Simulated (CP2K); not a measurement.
Two runs for the C K edge of trimethylborane. Run A: CP2K XAS_TDP, all-electron GAPW, PBEh(45%), aug-cc-pVDZ, TDA, no relativity. Run B has a fault in its input.

First lines with a strength over 0.0015. A:

| atom | energy (eV) | states | strength, one atom |
| --- | --- | --- | --- |
| C1 (bonded to B and 3 H) | 282.87 | 1 | 0.0037 |
|  | 283.77 | 1 | 0.0171 |
|  | 283.78 | 1 | 0.0172 |
|  | 284.05 | 1 | 0.0028 |
|  | 284.50 | 1 | 0.0035 |

B:

| atom | energy (eV) | states | strength, one atom |
| --- | --- | --- | --- |
| C1 (bonded to B and 3 H) | 282.97 | 1 | 0.0030 |
|  | 283.24 | 1 | 0.0020 |
|  | 283.43 | 1 | 0.0104 |
|  | 283.98 | 1 | 0.0119 |
|  | 284.15 | 1 | 0.0020 |

Question: What went wrong in run B?

The box is far too small for the diffuse states (box margin (Å) to 2). For C1 the rule picks another line of the list in the two runs, so no shift is given. Another fault could leave a like mark.

[Hosts, paths, dates, database ids (printed as entryN), source tags and the programs' standing remarks are cut or masked in the printed files.]
